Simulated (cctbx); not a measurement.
## Accept or mend?

Cell a = 6.3430 Å, b = 4.3660 Å, c = 6.4760 Å, α = 90.00°, β = 101.70°, γ = 90.00°; space group P2_1/m (no. 11). The compound is Mg3FeC3.

The data are simulated with cctbx, not measured: Mo Kα, λ = 0.71073 Å, to d = 0.77 Å, 50 % of the full sphere, strongest reflection 5000 counts, noise from counting, a 6 % proportional error and a noise floor of 15 counts (s.d.); no absorption.

An anisotropic refinement with weights 1/σ² prints:

```text
Rint 0.082, 394 unique reflections to 0.77 A
cycle     R1     wR2    GooF  max shift (A)
   1  0.1050  0.2124   2.043   0.01559
   2  0.1027  0.2016   1.939   0.00024
final R1 0.1027 wR2 0.2016 GooF 1.939  parameters 36  data/parameter 10.9
atom        x        y        z      Ueq    occ   su(xyz)  su(Uiso or U11)
Fe1    0.30698  0.25000  0.68061   0.0064  1.000  0.00048  0.0014
Mg1    0.19411  0.75000  0.37346   0.0068  1.000  0.00104  0.0032
Mg2    0.09732  0.75000  0.88496   0.0064  1.000  0.00106  0.0030
Mg3    0.59468  0.75000  0.87046   0.0077  1.000  0.00105  0.0032
C1     0.19128  0.25000  0.39489   0.0056  1.000  0.00286  0.0078  NPD
C2     0.10500  0.25000  0.86063   0.0054  1.000  0.00295  0.0075  NPD
difference map: max 10.63 min -2.30 rms 0.60
Q1    0.4186  0.7500  0.1579    2   10.81  1.84 A from Fe1
Q2    0.2999  0.2500  0.7168    2    2.77  0.25 A from Fe1
Q3    0.1398  0.7500  0.1574    2    2.16  1.37 A from Mg1
Q4    0.9979  0.2500  0.5448    2    1.86  1.42 A from Mg1
Q5    0.0413  0.7500  0.9699    2    1.46  0.71 A from Mg2
Q6    0.4710  0.7500  0.6222    2    1.44  1.64 A from Mg3
```

Q: Accept it or mend it, and why?

Mend it. The fault: an atom left out, C at (0.5841, 1/4, 0.8395). Against the right model at the same level, R1 goes from 0.0415 to 0.1027 and GooF from 0.91 to 1.94 and the top difference peak, 10.8 e/Å³, lies 1.84 Å from Fe1. Q1 is the missing atom. With scattering power missing, scale and phases suffer, so peaks may also grow on the heavy atoms.

The compound is Mg3FeC3. The right model at the same level gives:

```text
Rint 0.082, 394 unique reflections to 0.77 A
cycle     R1     wR2    GooF  max shift (A)
   1  0.0444  0.0999   0.969   0.00546
   2  0.0415  0.0937   0.909   0.00002
final R1 0.0415 wR2 0.0937 GooF 0.909  parameters 42  data/parameter 9.4
atom        x        y        z      Ueq    occ   su(xyz)  su(Uiso or U11)
Fe1    0.30643  0.25000  0.68158   0.0077  1.000  0.00021  0.0006
Mg1    0.19371  0.75000  0.37400   0.0098  1.000  0.00047  0.0015
Mg2    0.09702  0.75000  0.88506   0.0081  1.000  0.00047  0.0013
Mg3    0.59551  0.75000  0.87036   0.0082  1.000  0.00046  0.0014
C1     0.19199  0.25000  0.39680   0.0093  1.000  0.00134  0.0037
C2     0.10700  0.25000  0.85844   0.0064  1.000  0.00134  0.0039  NPD
C3     0.58417  0.25000  0.84120   0.0147  1.000  0.00146  0.0043
difference map: max 1.46 min -1.35 rms 0.35
Q1    0.3306  0.7500  0.5002    2    1.46  1.07 A from Mg1
Q2    0.0870  0.7500  0.7446    2    1.44  0.90 A from Mg2
Q3    0.0317  0.7500  0.4286    2    1.34  1.15 A from Mg1
Q4    0.4637  0.7500  0.6528    2    1.25  1.49 A from Mg3
Q5    0.3241  0.2500  0.5755    2    1.19  0.72 A from Fe1
Q6    0.4988  0.2500  0.1124    2    1.16  0.63 A from Mg3
```

This is a model crystal, built by substitution and not relaxed, with assumed displacement parameters.

[Middle refinement cycles are left out of these outputs.]

[Logs are printed without paths, hosts, clocks, repeated set-up lines and the standing remarks that a program may print on its own settings, such as how far it seeks lower states.]
